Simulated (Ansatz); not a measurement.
Planning a run of Ansatz 0.2.0 on SnSe2/SnSe2 (1T bilayer). The input:

```yaml
crystal:
  lattice:
    - [3.8236047219, 0.0, 0.0]
    - [-1.9118023609, 3.3113388232, 0.0]
    - [0.0, 0.0, 43.5]
  atoms:
    - { symbol: Sn, position: [0.0, 0.0, 0.4203222531] }
    - { symbol: Se, position: [0.3333333333, 0.6666666667, 0.4571002177] }
    - { symbol: Se, position: [0.6666666667, 0.3333333333, 0.3835456328] }
    - { symbol: Sn, position: [0.0, 0.0, 0.5796777469] }
    - { symbol: Se, position: [0.6666666667, 0.3333333333, 0.6164543672] }
    - { symbol: Se, position: [0.3333333333, 0.6666666667, 0.5428997823] }
  periodic: [true, true, false]
kpoints:
  mp_grid: { grid: [6, 6, 1] }
  band_path:
    path:
      - [0.0, 0.0, 0.0]
      - [0.5, 0.0, 0.0]
      - [0.3333333333, 0.3333333333, 0.0]
      - [0.1, 0.0, 0.0]
    npoints: 1
hamiltonian:
  xc: hse06
  pseudopotentials: { kind: paw, azcp: { folder: soft_1 } }
scf:
  occupations: { method: fixed }
  n_extra_bands: 6
output:
  eigenvalues: true
```

```sh
ansatz run input.yaml --threads 4 --pin off --max-ram 17510MiB --backend cpu --events-out ev --progress --plain --runs-dir out
```

Question: Estimate wall time and host memory on 4 threads of AMD EPYC 9R14 (Zen 4), shared host.

It took 2.8 min; on shared hardware allow 83 s to 5.5 min. Peak host memory was 9.2 GiB. The sizes that set the cost: 10753 plane waves a state, 7 irreducible k points and 17 SCF cycles.

Exact exchange couples every pair of k points and filled bands, so it costs far more than a semilocal run.

[Paths, hosts, dates, memory and timing lines, banners, echoed tables and standing remarks are left out of the program output.]

[Logs are printed without paths, hosts, clocks, repeated set-up lines and the standing remarks that a program may print on its own settings, such as how far it seeks lower states.]

[Runs of the session that timed out or met a known fault of the program may be left out.]

[Cells called generated may have been cut or substituted from an entry of the Crystallography Open Database or the Materials Project.]

[Hosts, paths, dates, database ids (printed as entryN), source tags and the programs' standing remarks are cut or masked in the printed files.]
